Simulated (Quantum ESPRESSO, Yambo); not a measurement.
# SnO2 (Cassiterite): G0W0 in Yambo against the screening cutoff, part 2 of 2

Aim: move the screening cutoff of a G0W0 run on SnO2 (Cassiterite) over a wide range.

Yambo 5.3.0; PBE and many-body steps on it, plane waves. Known limits of the many-body steps: not at the basis limit; no spin-orbit coupling; coarse k mesh.

So far. Step 2 (2.25 Ha): The gap on the mesh goes from 1.29 eV to 2.67 eV, a correction of +1.38 eV. Step 3 (3.5 Ha): Against the run before, the gap moves by +0.053 eV.

## (4) 7.25 Ha

Level of this step: G0W0 on PBE, plane waves, norm-conserving pseudopotentials (Yambo).

File gw9.in:

```
HF_and_locXC
gw0
dyson
ppa
em1d
rim_cut
RandQpts= 1000000
RandGvec= 1 RL
EXXRLvcs= 84 Ry
VXCRLvcs= 336 Ry
Chimod= "HARTREE"
% BndsRnXp
 1 | 109 |
%
NGsBlkXp= 14.5 Ry
% LongDrXp
 1 | 1 | 1 |
%
% GbndRnge
 1 | 109 |
%
DysSolver= "n"
ExtendOut
PPAPntXp= 27.21138 eV
% QPkrange
 1 | 1 | 33 | 36 |
%
```

The run is started by

```console
OMP_NUM_THREADS=2 mpirun -n 4 yambo -F gw9.in -J gw9 -C gw9 > gw9.log
```

The log of the run:

```text
 Yambo, version 5.3.0

 [02] CORE Variables Setup
 =========================

  [... cell, symmetries and grids as in the set-up ...]

  [02.05] Energies & Occupations
  ==============================

  [X] === General ===
  [X] Electronic Temperature                        :  0.000000  0.000000 [eV K]
  [X] Bosonic    Temperature                        :  0.000000  0.000000 [eV K]
  [X] Finite Temperature mode                       : no
  [X] El. density                                   :  0.95062E+24 [cm-3]
[...]
Sx RL components                                 :   6281

   QP @ state[ 1 ] K range                          :  1  1
   QP @ state[ 1 ] b range                          :   33   36
   GF energies kind                                 : Perdew, Burke & Ernzerhof(X)+Perdew, Burke & Ernzerhof(C)
   GF WF`s kind                                     : Perdew, Burke & Ernzerhof(X)+Perdew, Burke & Ernzerhof(C)
   Xs energies kind                                 : Perdew, Burke & Ernzerhof(X)+Perdew, Burke & Ernzerhof(C)
   Xs WF`s kind                                     : Perdew, Burke & Ernzerhof(X)+Perdew, Burke & Ernzerhof(C)

 [11] Game Over & Game summary
```

Elapsed: 5.3 min, on 4 MPI ranks of Arm Neoverse V2, shared host; peak memory 4 GiB; 38 min of CPU time.

This step gave:

| Item | Value |
| --- | --- |
| G0W0 gap on the points computed | 2.782 eV |
| starting gap on the mesh | 1.289 eV |
| k of the valence top | 0, 0, 0 |
| k of the conduction bottom | 0, 0, 0 |
| least direct G0W0 gap on the computed points | 2.782 eV |

Against the run before, the gap moves by +0.059 eV.

## (5) 9 Ha

File gw10.in:

```
HF_and_locXC
gw0
dyson
ppa
em1d
rim_cut
RandQpts= 1000000
RandGvec= 1 RL
EXXRLvcs= 84 Ry
VXCRLvcs= 336 Ry
Chimod= "HARTREE"
% BndsRnXp
 1 | 109 |
%
NGsBlkXp= 18 Ry
% LongDrXp
 1 | 1 | 1 |
%
% GbndRnge
 1 | 109 |
%
DysSolver= "n"
ExtendOut
PPAPntXp= 27.21138 eV
% QPkrange
 1 | 1 | 33 | 36 |
%
```

The run is started by

```console
OMP_NUM_THREADS=2 mpirun -n 4 yambo -F gw10.in -J gw10 -C gw10 > gw10.log
```

The log of the run:

```text
 Yambo, version 5.3.0

 [02] CORE Variables Setup
 =========================

  [... cell, symmetries and grids as in the set-up ...]

  [02.05] Energies & Occupations
  ==============================

  [X] === General ===
  [X] Electronic Temperature                        :  0.000000  0.000000 [eV K]
  [X] Bosonic    Temperature                        :  0.000000  0.000000 [eV K]
  [X] Finite Temperature mode                       : no
  [X] El. density                                   :  0.95062E+24 [cm-3]
[...]
Sx RL components                                 :   6281

   QP @ state[ 1 ] K range                          :  1  1
   QP @ state[ 1 ] b range                          :   33   36
   GF energies kind                                 : Perdew, Burke & Ernzerhof(X)+Perdew, Burke & Ernzerhof(C)
   GF WF`s kind                                     : Perdew, Burke & Ernzerhof(X)+Perdew, Burke & Ernzerhof(C)
   Xs energies kind                                 : Perdew, Burke & Ernzerhof(X)+Perdew, Burke & Ernzerhof(C)
   Xs WF`s kind                                     : Perdew, Burke & Ernzerhof(X)+Perdew, Burke & Ernzerhof(C)

 [11] Game Over & Game summary
```

It took 9 min on 4 MPI ranks; peak memory 4 GiB.

This step gave:

* G0W0 gap on the points computed: 2.793 eV
* starting gap on the mesh: 1.289 eV
* k of the valence top: 0, 0, 0
* k of the conduction bottom: 0, 0, 0
* least direct G0W0 gap on the computed points: 2.793 eV

Against the run before, the gap moves by +0.012 eV.

## (6) 11.25 Ha

File gw11.in:

```
HF_and_locXC
gw0
dyson
ppa
em1d
rim_cut
RandQpts= 1000000
RandGvec= 1 RL
EXXRLvcs= 84 Ry
VXCRLvcs= 336 Ry
Chimod= "HARTREE"
% BndsRnXp
 1 | 109 |
%
NGsBlkXp= 22.5 Ry
% LongDrXp
 1 | 1 | 1 |
%
% GbndRnge
 1 | 109 |
%
DysSolver= "n"
ExtendOut
PPAPntXp= 27.21138 eV
% QPkrange
 1 | 1 | 33 | 36 |
%
```

The run is started by

```console
OMP_NUM_THREADS=2 mpirun -n 4 yambo -F gw11.in -J gw11 -C gw11 > gw11.log
```

The log of the run:

```text
 Yambo, version 5.3.0

 [02] CORE Variables Setup
 =========================

  [... cell, symmetries and grids as in the set-up ...]

  [02.05] Energies & Occupations
  ==============================

  [X] === General ===
  [X] Electronic Temperature                        :  0.000000  0.000000 [eV K]
  [X] Bosonic    Temperature                        :  0.000000  0.000000 [eV K]
  [X] Finite Temperature mode                       : no
  [X] El. density                                   :  0.95062E+24 [cm-3]
[...]
Sx RL components                                 :   6281

   QP @ state[ 1 ] K range                          :  1  1
   QP @ state[ 1 ] b range                          :   33   36
   GF energies kind                                 : Perdew, Burke & Ernzerhof(X)+Perdew, Burke & Ernzerhof(C)
   GF WF`s kind                                     : Perdew, Burke & Ernzerhof(X)+Perdew, Burke & Ernzerhof(C)
   Xs energies kind                                 : Perdew, Burke & Ernzerhof(X)+Perdew, Burke & Ernzerhof(C)
   Xs WF`s kind                                     : Perdew, Burke & Ernzerhof(X)+Perdew, Burke & Ernzerhof(C)

 [11] Game Over & Game summary
```

Run time: 14 min. Hardware: 4 MPI ranks; peak memory 4.1 GiB.

Numbers from this step:

* G0W0 gap on the points computed: 2.801 eV
* starting gap on the mesh: 1.289 eV
* k of the valence top: 0, 0, 0
* k of the conduction bottom: 0, 0, 0
* least direct G0W0 gap on the computed points: 2.801 eV

Against the run before, the gap moves by +0.007 eV.

## (7) Side by side

Times are wall times on 4 MPI ranks of Arm Neoverse V2, shared host, good to a factor of about two.

```
     run   mesh  bands  screening cutoff (eV)  DFT gap (eV)  gap on the mesh (eV)  direct (eV)     time
 2.25 Ha  4×4×4    109                   61.2         1.289                 2.670        2.670    2 min
  3.5 Ha  4×4×4    109                   95.2         1.289                 2.723        2.723  2.4 min
 7.25 Ha  4×4×4    109                  197.3         1.289                 2.782        2.782  5.3 min
    9 Ha  4×4×4    109                  244.9         1.289                 2.793        2.793    9 min
11.25 Ha  4×4×4    109                  306.1         1.289                 2.801        2.801   14 min
```

## (8) Outcome

```json
{
  "2.25 Ha": "2.670 eV",
  "3.5 Ha": "2.723 eV",
  "7.25 Ha": "2.782 eV",
  "9 Ha": "2.793 eV",
  "11.25 Ha": "2.801 eV",
  "known limits": "not at the basis limit; no spin-orbit coupling; coarse k mesh"
}
```

In words: The setting moved: screening cutoff. From 2.25 Ha to 11.25 Ha the gap moves by +0.13 eV, for 7.1 times the time. It holds to 0.03 eV from 7.25 Ha on. Bands and screening cutoff are coupled, so a series along one setting does not show full convergence. Bands and cutoff are finite, so the gap is not at the basis limit. The miss can reach some tenths of an eV and take either sign; the mesh is an error of its own. In the G0W0 runs levels were corrected at 1 k point alone, so a gap called «on the mesh» is the least over those, and an edge elsewhere would be missed. The 4×4×4 mesh is coarse for this cell, which bears on the long-range parts of exchange and screening. The many-body steps are scalar-relativistic: spin-orbit coupling is not in them.

[Paths, hosts, dates, memory and timing lines, banners, echoed tables and standing remarks are left out of the program output.]

[Logs are printed without paths, hosts, clocks, repeated set-up lines and the standing remarks that a program may print on its own settings, such as how far it seeks lower states.]

[Runs of the session that timed out or met a known fault of the program may be left out.]

[Hosts, paths, dates, database ids (printed as entryN), source tags and the programs' standing remarks are cut or masked in the printed files.]
